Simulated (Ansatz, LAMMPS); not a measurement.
## Localised basis functions on amorphous Si (114 atoms)

Aim: test how closely localised support functions follow the reference on amorphous Si (114 atoms), and at what cost. A setting counts as converged where the r.m.s. difference of forces stays under 1 % of the r.m.s. force.

Main program and level: Ansatz 0.2.0; Kohn-Sham DFT, PBE, PAW (set soft_2), plane waves.

**Experiments to compare with.** Si-Si coordination number quoted from the high-resolution X-ray diffraction study of Laaziri et al (as quoted in “Relationship between diffraction peak, network topology, and amorphous-forming ability in silicon and silica”, 2021, PMC8590056): number of Si about Si 3.9.

**1. Starting point**

The cell holds 114 atoms: 114 Si. Cell: a = 13.280 Å, b = 13.280 Å, c = 13.280 Å, α = 90.0°, β = 90.0°, γ = 90.0°. 114 atoms (114 Si) placed at random at 2.27 g/cm³, melted at 3500 K for 10 ps at fixed volume with the Tersoff potential (Tersoff, Phys. Rev. B 39, 5566 (1989)). Quenched from 3500 K to 700 K at 10 K/ps and fixed volume, annealed at 1200 K for 20 ps, held 5 ps.

What the set-up can't give: The quench rate of 10 K/ps far exceeds what a furnace or splat quench reaches, so expect more defects and frozen-in strain than in a real sample. The starting topology of bonds comes from the classical model, and needn't be the one that DFT or experiment would give. Only the Γ point is sampled, in a cell whose shortest periodic width is 13 Å.

**2. How the cell was made**

A classical potential supplies the starting structure, since it reaches far longer times than DFT.

This step: classical MD, Tersoff potential (Tersoff, Phys. Rev. B 39, 5566 (1989)) (LAMMPS 22 Jul 2025 - Update 4).

Input file in.lmp:

```
# melt-quench of Si114
units metal
atom_style atomic
boundary p p p
region box block 0 13.2801 0 13.2801 0 13.2801
create_box 1 box
mass 1 28.0850   # Si
create_atoms 1 random 114 749328 NULL overlap 1.97 maxtry 2000
pair_style tersoff
pair_coeff * * SiCGe.tersoff Si(D)
neigh_modify delay 0 every 1 check yes
thermo_style custom step time temp pe press density
thermo_modify norm yes
timestep 0.001
thermo 100
min_style cg
minimize 1e-4 1e-4 200 2000
reset_timestep 0
velocity all create 3500 749329 mom yes dist gaussian
fix lim all nve/limit 0.05
fix lan all langevin 3500 3500 0.1 749330 zero yes
thermo 500
run 1000 post no
unfix lim
unfix lan
thermo 1666
fix md all nvt temp 3500 3500 0.1
run 10000 post no
unfix md
thermo 28000
fix md all nvt temp 3500 700 0.1
run 280000 post no
unfix md
thermo 2500
# [... 8 lines left out ...]
fix md all nvt temp 1200 700 0.1
run 10000 post no
unfix md
thermo 2500
fix md all nvt temp 700 700 0.1
run 5000 post no
unfix md
write_dump all custom glass.dump id type xs ys zs modify sort id
```

On the command line:

```bash
lmp -in in.lmp -log none -nocite
```

Numbers of over 12 decimals in the logs are rounded to 6 here.

The program printed:

```text
LAMMPS (22 Jul 2025 - Update 4)
Created orthogonal box = (0 0 0) to (13.2801 13.2801 13.2801)
Created 114 atoms
   Step          Time           Temp          PotEng         Press         Density
         0   0              0             -2.2845624      132612.18      2.2699919
        51   0.051          0             -3.7908139      5826.195       2.2699919
Loop time of 0.0178251 s on 1 MPI rank(s) for 51 steps with 114 atoms
Minimization stats:
  Stopping criterion = energy tolerance
  Energy initial, next-to-last, final =
     -2.28456237303008  -3.79045294981809  -3.79081390930707
  Force two-norm initial, final = 97.88255 3.9878215
  Iterations, force evaluations = 51 79
   Step          Time           Temp          PotEng         Press         Density
         0   0              3500          -3.7908139      29140.699      2.2699919
       500   0.5            3614.5098     -3.6651055     -3113.3962      2.2699919
[... 13 lines left out ...]
[... 12 lines left out ...]
Loop time of 49.6787 s on 1 MPI rank(s) for 280000 steps with 114 atoms
   Step          Time           Temp          PotEng         Press         Density
[... 4 lines left out ...]
Loop time of 0.72958 s on 1 MPI rank(s) for 5000 steps with 114 atoms
   Step          Time           Temp          PotEng         Press         Density
[... 8 lines left out ...]
Loop time of 2.96644 s on 1 MPI rank(s) for 20000 steps with 114 atoms
   Step          Time           Temp          PotEng         Press         Density
[... 4 lines left out ...]
Loop time of 1.46867 s on 1 MPI rank(s) for 10000 steps with 114 atoms
   Step          Time           Temp          PotEng         Press         Density
    326000   326            721.16146     -4.2789479      806.58435      2.2699919
    327500   327.5          768.18547     -4.2673664      939.25604      2.2699919
    330000   330            737.03939     -4.2734721      1621.9422      2.2699919
    331000   331            622.51618     -4.2778529     -2296.2832      2.2699919
Loop time of 0.734909 s on 1 MPI rank(s) for 5000 steps with 114 atoms
```

It took 58 s on 1 thread of Arm Neoverse V2, shared host; peak memory 0.071 GiB.

**3. Plane-wave single point**

This run is the reference for what follows, at a cutoff of 420 eV.

Input file input.yaml:

```yaml
crystal:
  lattice:
    - [13.2801, 0.0, 0.0]
    - [0.0, 13.2801, 0.0]
    - [0.0, 0.0, 13.2801]
  atoms:
    - { symbol: Si, position: [0.02679, 0.55916, 0.35413] }
    - { symbol: Si, position: [0.54623, 0.02972, 0.51435] }
    - { symbol: Si, position: [0.84318, 0.95236, 0.45343] }
    - { symbol: Si, position: [0.52232, 0.96474, 0.67674] }
    - { symbol: Si, position: [0.76535, 0.58032, 0.20628] }
    - { symbol: Si, position: [0.63531, 0.65978, 0.12389] }
    - { symbol: Si, position: [0.22079, 0.52795, 0.01305] }
    - { symbol: Si, position: [0.13521, 0.12234, 0.60049] }
    - { symbol: Si, position: [0.9114, 0.48651, 0.45611] }
    - { symbol: Si, position: [0.18375, 0.85492, 0.13916] }
    - { symbol: Si, position: [0.42256, 0.49478, 0.63053] }
    - { symbol: Si, position: [0.86078, 0.42458, 0.70474] }
    - { symbol: Si, position: [0.17527, 0.8909, 0.4142] }
    - { symbol: Si, position: [0.3564, 0.73334, 0.67953] }
    - { symbol: Si, position: [0.97385, 0.54448, 0.60737] }
    - { symbol: Si, position: [0.88408, 0.72909, 0.72368] }
    - { symbol: Si, position: [0.6368, 0.44137, 0.41306] }
    - { symbol: Si, position: [0.87405, 0.0051, 0.62972] }
    - { symbol: Si, position: [0.86445, 0.18208, 0.8633] }
    - { symbol: Si, position: [0.4077, 0.20627, 0.63335] }
    - { symbol: Si, position: [0.99138, 0.91492, 0.96598] }
    - { symbol: Si, position: [0.1841, 0.55337, 0.45254] }
    - { symbol: Si, position: [0.70906, 0.70492, 0.44667] }
    - { symbol: Si, position: [0.74368, 0.14207, 0.9908] }
    - { symbol: Si, position: [0.33482, 0.92673, 0.70013] }
    - { symbol: Si, position: [0.6416, 0.6597, 0.60567] }
    - { symbol: Si, position: [0.5927, 0.79706, 0.36582] }
    - { symbol: Si, position: [0.47799, 0.84639, 0.1162] }
    - { symbol: Si, position: [0.79206, 0.09733, 0.15652] }
    - { symbol: Si, position: [0.34358, 0.89004, 0.35983] }
    - { symbol: Si, position: [0.7831, 0.91698, 0.15703] }
    - { symbol: Si, position: [0.51295, 0.40649, 0.28706] }
    - { symbol: Si, position: [0.94319, 0.90351, 0.24878] }
    - { symbol: Si, position: [0.06159, 0.97347, 0.12796] }
    - { symbol: Si, position: [0.87288, 0.77368, 0.4266] }
    - { symbol: Si, position: [0.68459, 0.12056, 0.28537] }
    - { symbol: Si, position: [0.56886, 0.30842, 0.14348] }
    - { symbol: Si, position: [0.94178, 0.35846, 0.85466] }
    - { symbol: Si, position: [0.10523, 0.32808, 0.81042] }
    - { symbol: Si, position: [0.59776, 0.47282, 0.58988] }
    - { symbol: Si, position: [0.587, 0.06613, 0.9803] }
    - { symbol: Si, position: [0.30519, 0.11513, 0.92226] }
    - { symbol: Si, position: [0.42913, 0.14049, 0.04537] }
    - { symbol: Si, position: [0.69917, 0.31256, 0.02132] }
    - { symbol: Si, position: [0.01035, 0.07473, 0.87628] }
    - { symbol: Si, position: [0.79047, 0.87944, 0.7344] }
    - { symbol: Si, position: [0.17469, 0.30459, 0.21014] }
    - { symbol: Si, position: [0.66272, 0.20385, 0.68657] }
    - { symbol: Si, position: [0.38856, 0.5258, 0.21546] }
    - { symbol: Si, position: [0.77894, 0.59541, 0.71283] }
    - { symbol: Si, position: [0.152, 0.8968, 0.70697] }
    - { symbol: Si, position: [0.28911, 0.41422, 0.12311] }
    - { symbol: Si, position: [0.20598, 0.66212, 0.60097] }
    - { symbol: Si, position: [0.68559, 0.38157, 0.70423] }
    - { symbol: Si, position: [0.62176, 0.81732, 0.70464] }
    - { symbol: Si, position: [0.03039, 0.68678, 0.81626] }
    - { symbol: Si, position: [0.16368, 0.75265, 0.29519] }
    - { symbol: Si, position: [0.83812, 0.80617, 0.0122] }
    - { symbol: Si, position: [0.41108, 0.2093, 0.8094] }
    - { symbol: Si, position: [0.50204, 0.90271, 0.96178] }
    - { symbol: Si, position: [0.46086, 0.66421, 0.12426] }
    - { symbol: Si, position: [0.44664, 0.29799, 0.40988] }
    - { symbol: Si, position: [0.68915, 0.70705, 0.96436] }
    - { symbol: Si, position: [0.29527, 0.62862, 0.3298] }
    - { symbol: Si, position: [0.11245, 0.14855, 0.11734] }
    - { symbol: Si, position: [0.90313, 0.6707, 0.14074] }
    - { symbol: Si, position: [0.75609, 0.54206, 0.88994] }
    - { symbol: Si, position: [0.20977, 0.22534, 0.37339] }
    - { symbol: Si, position: [0.1113, 0.83024, 0.86315] }
    - { symbol: Si, position: [0.25102, 0.81168, 0.97603] }
    - { symbol: Si, position: [0.41841, 0.73695, 0.41356] }
    - { symbol: Si, position: [0.55174, 0.1036, 0.79709] }
    - { symbol: Si, position: [0.62804, 0.83104, 0.19411] }
    - { symbol: Si, position: [0.52448, 0.1547, 0.21616] }
    - { symbol: Si, position: [0.09802, 0.29356, 0.63111] }
    - { symbol: Si, position: [0.13943, 0.189, 0.93823] }
    - { symbol: Si, position: [0.94518, 0.15228, 0.21439] }
    - { symbol: Si, position: [0.38034, 0.50626, 0.80157] }
    [... 30 atom lines left out ...]
    - { symbol: Si, position: [0.55863, 0.20966, 0.5216] }
    - { symbol: Si, position: [0.70379, 0.25643, 0.40592] }
    - { symbol: Si, position: [0.82269, 0.15725, 0.68407] }
    - { symbol: Si, position: [0.96738, 0.0413, 0.35225] }
    - { symbol: Si, position: [0.1213, 0.80863, 0.56016] }
    - { symbol: Si, position: [0.29716, 0.09173, 0.16731] }
kpoints:
  mp_grid: { grid: [1, 1, 1] }
hamiltonian:
  xc: pbe
scf:
  occupations: { method: fermi_dirac, width: 0.05 }
output:
  forces: true
  stress: true
  populations: true
  dos:
    method: { smearing: { sigma: 0.08 } }
    de: 0.1
    projected: { site_lists: { Si: [Si] } }
  eigenvalues: true
  write_density: true
  write_potential: true
  volumetric_format: npy
```

On the command line:

```bash
ansatz run input.yaml --threads 4 --pin off --max-ram 8192MiB --backend cpu --events-out ev --progress --plain --runs-dir out
```

The program printed:

```text
Engine: ansatz 0.2.0, aarch64-unknown-linux-gnu
Pseudopotentials: kind: paw
Pseudopotential: Si, paw, valence charge 4, recommended cutoff 420 eV (normal), Si.paw.azcp
[... 5 lines on functional and potentials left out ...]
Crystal: 114 atoms, lattice volume = 2342.092 Å³
Basis set: ecut = 420 eV, 45817 PW (Γ), exchange–correlation on 180×180×180 points (8 copies of the dense FFT grid, shifted against one another)
Bands: 342, of which v1, the nominal top of the filled ones, is band 228 counted from 1 (227 counted from 0)
Symmetry: 1 space group operations
Space group: P1 (ITA 1), of the structure as read, at distance tolerance 1.3e-4 Å
k-points: 1
[... 3 lines on functional and potentials left out ...]
Initial density: superposition of atomic densities (neutral atoms: chi_scale 0, normalization atom), corrected by the library's trained network
Initial wavefunctions: pseudopotential atomic-orbital guess
Functional: x = pbe(κ = 0.804, μ = 0.219515), c = pbe(β = 0.066725)
SCF iter   1: F=—  HF=-72448.104480 eV  |F-HF|=—  |Δ(HF+E_count)|=         —  Δρ=3.44e-3  dr2=9.51e-1  ethr=1.77e-3  ⟨swp⟩=6.0  Hψ=1575  notcnv=0  defer=52
preconditioner: auto → Kerker (q_TF=auto, 2.077 Å⁻¹)  [metal: Δε(μ)=0.079 eV  Ē_g=7.501 eV  σ=0.050 eV  W_gap=0.38  n_scr=364 (ndim 8)  ℏωp=16.4 eV  f_vac=0.000  D(μ)=30.41/eV (n_scr^D=146)]
SCF iter   2: F=—  HF=-72448.024577 eV  |F-HF|=—  |Δ(HF+E_count)|=   7.99e-2  Δρ=1.98e-3  dr2=3.16e-1  ethr=2.09e-4  ⟨swp⟩=2.0  Hψ=400  notcnv=0  defer=66
SCF iter   3: F=—  HF=-72447.986212 eV  |F-HF|=—  |Δ(HF+E_count)|=   3.84e-2  Δρ=4.11e-4  dr2=2.23e-2  ethr=6.93e-5  ⟨swp⟩=3.0  Hψ=490  notcnv=0  defer=66
SCF iter   4: F=—  HF=-72447.985613 eV  |F-HF|=—  |Δ(HF+E_count)|=   5.99e-4  Δρ=1.90e-4  dr2=4.27e-3  ethr=4.88e-6  ⟨swp⟩=2.0  Hψ=272  notcnv=0  defer=66
SCF iter   5: F=—  HF=-72447.985812 eV  |F-HF|=—  |Δ(HF+E_count)|=   2.00e-4  Δρ=7.57e-5  dr2=8.13e-4  ethr=9.37e-7  ⟨swp⟩=3.0  Hψ=497  notcnv=0  defer=66
SCF iter   6: F=—  HF=-72447.985863 eV  |F-HF|=—  |Δ(HF+E_count)|=   5.08e-5  Δρ=2.76e-5  dr2=7.92e-5  ethr=1.78e-7  ⟨swp⟩=3.0  Hψ=449  notcnv=0  defer=66
SCF iter   7: F=—  HF=-72447.985707 eV  |F-HF|=—  |Δ(HF+E_count)|=   1.56e-4  Δρ=1.04e-5  dr2=1.23e-5  ethr=1.74e-8  ⟨swp⟩=3.0  Hψ=696  notcnv=0  defer=74
SCF iter   8: F=—  HF=-72447.985710 eV  |F-HF|=—  |Δ(HF+E_count)|=   2.49e-6  Δρ=3.98e-6  dr2=1.81e-6  ethr=2.71e-9  ⟨swp⟩=3.0  Hψ=567  notcnv=0  defer=74
SCF iter   9: F=—  HF=-72447.985710 eV  |F-HF|=—  |Δ(HF+E_count)|=   3.87e-7  Δρ=1.57e-6  dr2=3.23e-7  ethr=3.96e-10  ⟨swp⟩=2.0  Hψ=386  notcnv=0  defer=74
SCF iter  10: F=-72447.985710 eV  HF=-72447.985710 eV  |F-HF|=1.45e-8  |Δ(HF+E_count)|=   5.27e-8  Δρ=6.98e-7  dr2=4.96e-8  ethr=2.19e-11  ⟨swp⟩=20.0  Hψ=2938  notcnv=0
SCF 1 converged in 10 iterations: F = -72447.985710 eV  dr2 = 4.96e-8
  greatest PAW one-centre occupation: 0.672 electrons in one spin orbital (limit 2), on the Si atom at site 113 (counted from 0), in its partial waves of l = 0
SCF converged after 10 iterations
Free energy (F): -72447.985710 eV
Harris-Foulkes:  -72447.985710 eV  (|F-HF|=1.45e-8)
Internal energy: -72447.706755 eV  (E = F + TS)
E sigma→0 (E₀):  -72447.846233 eV
Entropy (-TS):   -0.278955 eV (-2.447 meV/atom)
Fermi energy:    6.257249 eV
--- Per-component energies (eV) ---
  E_band       = 450.301461
  E_kinetic    = 4534.352457
  E_local      = -3692.320358  (includes V_loc(G=0)·N_el)
  E_nonlocal   = 2942.998198
  E_hartree    = 1111.538272
  E_xc         = -6265.699547
  E_vxc        = -5293.602408  (∫ρ·V_xc dr)
  E_paw        = -58437.482262  (= ΣΔE_a)
  E_vpaw       = -264.203436  (= ΣTr[D̂ρ^β])
  E_aug_tail   = 0.000732  (compensation charges beyond the density's cutoff)
  E_ewald      = -12641.094247
  E_smearing   = -0.278955  (= −TS)
  E_closure    = -0.000000  (closes the sum)
  Σ components = -72447.985710   (vs F -72447.985710, Δ=0.00e0)
--- Forces (eV/Å), atoms counted from 1 ---
  atom   1  Si     0.97847733     0.14770347     0.17806181
  atom   2  Si     0.63812484     0.62917596     0.04241067
  atom   3  Si    -0.02363618     0.39738409     0.52548035
  atom   4  Si    -0.13713491    -0.04448433     0.36849105
  atom   5  Si     0.14404279    -1.19031997    -1.37016894
  atom   6  Si    -0.04518667     0.89671757    -0.09287147
  atom   7  Si    -1.35593459    -0.21540789    -1.34248329
  atom   8  Si     0.43801207     0.46074327    -0.54155962
  atom   9  Si    -1.19542581    -0.92661670    -0.49186645
  atom  10  Si     0.95648760    -0.89606774     0.19501396
  atom  11  Si     0.83546273     0.80895073    -0.50038570
  atom  12  Si    -0.28216796     0.16756408     0.23209750
  atom  13  Si     0.41791161    -0.42360712    -0.30902179
  atom  14  Si    -0.88170406     1.11748808    -0.33289753
[...]
atom 113  Si    -0.53503332    -0.48059120     0.21249825
  atom 114  Si     0.33802455     0.75276237     0.04183347
  max |Σ_I F_I| component: 1.57e-5 eV/Å
--- Stress (GPa, compression-positive) ---
        0.516517      -0.768060       0.384240
       -0.768060      -1.074415       1.030381
        0.384240       1.030381      -0.825481
  P = ⅓ Tr σ = -0.4611 GPa (-4.611 kbar)
--- Band table (eV) ---
  k-point 0: bands = ["-6.1437", "-5.7004", "-5.5589", "-5.4555", [... 326 levels ...], "9.8102", "9.8434", "9.8545", "9.8959", "9.9018", "9.9622", "9.9647", "10.0160", "10.0470", "10.0605", "10.0988", "10.1106"]
--- Löwdin populations: 114 sites ---
  site symbol       q [e]
     0     Si      3.9739
     1     Si      3.9665
     2     Si      3.9391
[...]
113     Si      3.9248
  spilling = 0.011830 (of n_electrons = 456.000000)
```

Run time: 39 s. Hardware: 4 threads of Arm Neoverse V2, shared host; peak memory 2.4 GiB.

Numbers from this run:

```yaml
free_energy: -72447.9857 eV
free_energy_per_atom: -635.5086 eV/atom
scf_cycles: 10
pressure: -0.4611 GPa
r_m_s_force_component: 0.6803 eV/Å
longest_force: 2.211 eV/Å
fermi_energy: 6.257 eV
levels_partly_filled_by_over_2_per_cent: 7
spilling_of_the_projection: 0.01183
```

The r.m.s. force component of 0.68 eV/Å and the pressure of -0.46 GPa set the scale for the differences below.

**4. Support functions low**

With localised support functions most steps grow linearly with size, though the diagonalisation grows faster unless the density matrix is cut; this run measures error and cost at this size.

This step: Kohn-Sham DFT, PBE, PAW (set soft_2), localised support functions (low) (Ansatz 0.2.0).

input.yaml, the sections that differ from step 3:

```yaml
scf:
  occupations: { method: fermi_dirac, width: 0.05 }
  eigensolver: { kind: { support_functions: { accuracy: low } } }
  max_iter: 150
output:
  forces: true
  eigenvalues: true
# crystal, kpoints, hamiltonian: as in step 3
```

The program printed:

```text
Warning: scf.eigensolver.kind.support_functions: disabling space-group detection — the functions' gradient is summed over unrotated k-points, so no spatial operation reduces the k-mesh or symmetrises the density; time reversal is kept, so that k and −k are solved as one point where they differ and the mesh holds both, and exact exchange and, on two spinor components, a DFT+U term hold to it where the run has them: [...]
settings of this run that can trade accuracy for cost: scf.eigensolver.kind.support_functions; scf.eigensolver.kind.support_functions.accuracy: low [...]
[...]
Crystal: 114 atoms, lattice volume = 2342.092 Å³
Basis set: ecut = 420 eV, 45817 PW (Γ), exchange–correlation on 180×180×180 points (8 copies of the dense FFT grid, shifted against one another)
Bands: 274, of which v1, the nominal top of the filled ones, is band 228 counted from 1 (227 counted from 0)
Symmetry: 1 space group operations
k-points: 1
[...]
SCF iter   1: F=—  HF=-72425.347824 eV  |F-HF|=—  |Δ(HF+E_count)|=         —  Δρ=3.55e-2  dr2=3.61e1  ethr=1.00e-1
[...]
SCF iter   9: F=—  HF=-72447.976456 eV  |F-HF|=—  |Δ(HF+E_count)|=   3.83e-3  Δρ=1.73e-5  dr2=2.73e-5  ethr=3.71e-8  κ⁻¹=1.0e-6(r=7)
SCF iter  10: F=-72447.979303 eV  HF=-72447.979305 eV  |F-HF|=1.24e-6  |Δ(HF+E_count)|=   2.85e-3  Δρ=6.90e-6  dr2=5.71e-6  ethr=5.99e-9
SCF 1 converged in 10 iterations: F = -72448.019570 eV  dr2 = 5.71e-6
[...]
SCF converged after 10 iterations
Stability not checked: this state was not tested for a lower state beside it, because the mixer in use, unlike msr1, does not test its closes by its own steps (another_mixer; see scf.mixing.algorithm and scf.lower_state_search)
Free energy (F): -72448.019570 eV
[...]
Internal energy: -72447.741583 eV  (E = F + TS)
E sigma→0 (E₀):  -72447.880577 eV
Entropy (-TS):   -0.277987 eV (-2.438 meV/atom)
Fermi energy:    6.257702 eV
[...]
Σ components = -72448.019570   (vs F -72448.019570, Δ=0.00e0)
--- Forces (eV/Å), atoms counted from 1 ---
  atom   1  Si     0.97804077     0.14751048     0.17837659
  atom   2  Si     0.63837728     0.62924151     0.04227585
  atom   3  Si    -0.02340318     0.39795848     0.52538510
  atom   4  Si    -0.13751838    -0.04501470     0.36894925
[...]
atom 114  Si     0.33809807     0.75272746     0.04174962
  max |Σ_I F_I| component: 4.56e-3 eV/Å
--- Band table (eV) ---
[...]
```

The job ended after 67 s (4 threads; peak memory 2.7 GiB).

The program notes that the band table was not solved further than the SCF left it and it switched symmetry off.

Keys that differ from the reference: support_functions.accuracy = "low" and scf.max_iter = 150.

Forces differ from the reference by 0.31 meV/Å r.m.s., 0.045 % of their size, well within a tolerance of 1 %; the energy by -0.30 meV/atom. It took 67 s and 10 cycles; the reference's time can't be set against it, since the two runs asked for unlike analyses.

(Part 1 of 3 ends here.)

[Logs are printed without paths, hosts, clocks, repeated set-up lines and the standing remarks that a program may print on its own settings, such as how far it seeks lower states.]

[Hosts, paths, dates, database ids (printed as entryN), source tags and the programs' standing remarks are cut or masked in the printed files.]
